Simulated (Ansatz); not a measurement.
# Ta wire along [100], 13 atoms a period: bands along the axis, part 2 of 2

What gap, if any, does the Ta wire along [100], 13 atoms a period have, and how many channels would it open?

Ansatz 0.2.0; DFT PBE, plane waves, PAW; relaxation of a wire's period; PAW set soft_1 (the session's first sound run).

So far: The starting structure; Relaxing the period.

### Step 2. Relaxing the period (continued)

Step by step:

| step | energy less that of the first step (eV) | largest force component (eV/Å) | pressure (GPa) | volume (Å³) |
| --- | --- | --- | --- | --- |
| 1 | 0.0000 | 2.0759 | -7.65 | 599.70 |
| 2 | -2.5147 | 0.5561 | -1.96 | 579.30 |
| 3 | -2.8468 | 0.4956 | 1.33 | 574.71 |
| 4 | -2.9284 | 0.1972 | 0.03 | 577.48 |
| 5 | -2.9343 | 0.0538 | -0.14 | 577.16 |
| 6 | -2.9352 | 0.0044 | 0.03 | 576.90 |
| 7* | -2.9334 | 0.0044 | 0.03 | 576.90 |

Relaxation steps marked * repeat the geometry before them on a plane-wave basis chosen anew for their cell, so energy and pressure can jump there.

Forces are held to the 16 operations that the run works with; a distortion that breaks them can't arise in this run.

| cell as run | before | after | change |
| --- | --- | --- | --- |
| c (Å) | 3.320 | 3.194 | -3.8 % |

The atoms that moved most (Å, along periodic axes as changes of fractional coordinates times the final cell, across vacuum about the mean position):

| atom | dx | dy | dz | length |
| --- | --- | --- | --- | --- |
| Ta1 | 0.250 | 0.250 | 0.000 | 0.354 |
| Ta3 | 0.250 | -0.250 | 0.000 | 0.354 |
| Ta7 | -0.250 | 0.250 | 0.000 | 0.354 |
| Ta9 | -0.250 | -0.250 | 0.000 | 0.354 |
| Ta10 | 0.042 | 0.042 | 0.000 | 0.059 |
| Ta11 | 0.042 | -0.042 | 0.000 | 0.059 |
| Ta12 | -0.042 | 0.042 | 0.000 | 0.059 |
| Ta13 | -0.042 | -0.042 | 0.000 | 0.059 |

This step gave:

- energy at zero smearing: -129112.2953 eV
- cell length along the wire: 3.194 Å

The cell's length comes to 3.194 Å with spin left out.

### Step 3. The wire at its relaxed period

This step: DFT PBE, plane waves, PAW; bands of a perfect wire; PAW set soft_1 (Ansatz 0.2.0).

At the relaxed period the bands are computed along the axis; those that cross an energy going forward count the channels that a perfect wire would open there.

File input.yaml:

```yaml
crystal:
  lattice:
    - [13.44, 0.0, 0.0]
    - [0.0, 13.44, 0.0]
    - [0.0, 0.0, 3.1937740546]
  atoms:
    - { symbol: Ta, position: [0.271581878, 0.271581878, 0.0] }
    - { symbol: Ta, position: [0.25536025, 0.5, 0.0] }
    - { symbol: Ta, position: [0.271581878, 0.728418122, 0.0] }
    - { symbol: Ta, position: [0.5, 0.25536025, 0.0] }
    - { symbol: Ta, position: [0.5, 0.5, 0.0] }
    - { symbol: Ta, position: [0.5, 0.74463975, 0.0] }
    - { symbol: Ta, position: [0.728418122, 0.271581878, 0.0] }
    - { symbol: Ta, position: [0.74463975, 0.5, 0.0] }
    - { symbol: Ta, position: [0.728418122, 0.728418122, 0.0] }
    - { symbol: Ta, position: [0.379596261, 0.379596261, 0.5] }
    - { symbol: Ta, position: [0.379596261, 0.620403739, 0.5] }
    - { symbol: Ta, position: [0.620403739, 0.379596261, 0.5] }
    - { symbol: Ta, position: [0.620403739, 0.620403739, 0.5] }
kpoints:
  mp_grid: { grid: [1, 1, 26] }
  band_path: { path: ["Γ", Z], npoints: 90 }
scf:
  occupations: { method: fermi_dirac, width: 0.05 }
hamiltonian:
  xc: pbe
  pseudopotentials: { kind: paw, azcp: { folder: soft_1 } }
output:
  dos: { e_range: [-5, 4] }
  write_potential: true
  write_density: true
  volumetric_format: npy
```

The run is started by

```sh
ansatz run input.yaml --threads 4 --pin off --max-ram 16384MiB --backend cpu --events-out ev --progress --plain --runs-dir out
```

Numbers of over 12 decimals in the logs are rounded to 6 here.

The program printed:

```text
[...]
Crystal: 13 atoms, lattice volume = 576.903 Å³
Basis set: ecut = 420 eV, 11319 PW (Γ)
Bands: 102, of which v1, the nominal top of the filled ones, is band 85 counted from 1 (84 counted from 0)
Symmetry: 16 space group operations
[...]
k-points: 14 of 26
[...]
SCF iter   1: F=—  HF=-129133.627320 eV  |F-HF|=—  |Δ(HF+E_count)|=         —  Δρ=6.02e-2  dr2=2.20e2  ethr=3.10e-3  ⟨swp⟩=10.5  Hψ=6771  notcnv=0
[...]
SCF iter  12: F=-129112.397111 eV  HF=-129112.397111 eV  |F-HF|=1.39e-8  |Δ(HF+E_count)|=   6.70e-8  Δρ=1.77e-6  dr2=3.49e-8  ethr=5.92e-11  ⟨swp⟩=15.4  Hψ=4897  notcnv=0
SCF 1 converged in 12 iterations: F = -129112.397111 eV  dr2 = 3.49e-8
[...]
NSCF: frozen V_eff on 91 k-points
WARN: The output density's exchange-correlation potential varies sharply where the density is thin. Do not read a vacuum level from v_tot or v_xc, or from such a field of the output density. On a cell that repeats whose density bears no net charge and no dipole along the vacuum's axis use v_es (v_loc + v_h of the components); under efield.dipole_correction with no amplitude use v_es + v_field, which holds any externa [...]
SCF converged after 12 iterations
Free energy (F): -129112.397111 eV
[...]
Internal energy: -129112.190668 eV  (E = F + TS)
E sigma→0 (E₀):  -129112.293890 eV
Entropy (-TS):   -0.206443 eV (-15.880 meV/atom)
Fermi energy:    5.694071 eV
[...]
--- Band table (eV; the first three rows and the last of 14) ---
  k-point 0: bands = [... 81 lower, 5.4870, 5.6047, 5.6657, 5.7067, 5.9313, 5.9313, 5.9469, 5.9469, ... 13 higher]
  k-point 1: bands = [... 81 lower, 5.4551, 5.5555, 5.7134, 5.8433, 5.8433, 5.9088, 5.9787, 5.9787, ... 13 higher]
  k-point 2: bands = [... 81 lower, 5.5267, 5.6804, 5.7408, 5.7568, 5.7568, 5.8739, 5.8739, 5.9800, ... 13 higher]
  k-point 13: bands = [... 81 lower, 5.6696, 5.6880, 5.7767, 5.8612, 5.8795, 5.8795, 6.0840, 6.4317, ... 13 higher]
```

Run time: 77 s. Hardware: 4 threads of Arm Neoverse V1, shared host; peak memory 3 GiB.

The column dr2 measures how far the density is from self-consistency, as an energy; F and HF (Harris–Foulkes) agree once it is small.

Numbers from this step:

```yaml
energy_at_zero_smearing: -129112.2939 eV
band_gap: 0 eV
```

Electronic bands along the path, in eV, zero at the Fermi level; # counts the bands kept:

| point | #29 | #30 | #31 | #32 | #33 | #34 | #35 | #36 |
| --- | --- | --- | --- | --- | --- | --- | --- | --- |
| Γ | -0.27 | -0.21 | -0.09 | -0.03 | 0.01 | 0.24 | 0.24 | 0.25 |
| halfway | -0.37 | -0.37 | -0.36 | -0.31 | -0.05 | -0.04 | 0.10 | 0.10 |
| Z | -0.02 | -0.02 | -0.01 | 0.08 | 0.17 | 0.19 | 0.19 | 0.39 |

Between Γ and Z the bands cross the Fermi level 13 times, so a perfect wire would conduct at least 13 G₀, with spin left out.

### Step 4. Results

```json
{
  "cell length, PBE": "3.194 Å",
  "ballistic conductance by band crossings, a lower bound, PBE": "13 G₀"
}
```

**Reading.** Under PBE the cell's length is 3.19 Å, and the bands cross the Fermi level 13 times between Γ and Z, which gives a perfect wire at least 13 G₀ (opposite crossings within one step of the path cancel in such a count). No spin was allowed, though thin wires with open d shells can turn magnetic. Spin-orbit coupling is left out, which matters for the bands of heavy atoms.

[Logs are printed without paths, hosts, clocks, repeated set-up lines and the standing remarks that a program may print on its own settings, such as how far it seeks lower states.]

[Hosts, paths, dates, database ids (printed as entryN), source tags and the programs' standing remarks are cut or masked in the printed files.]
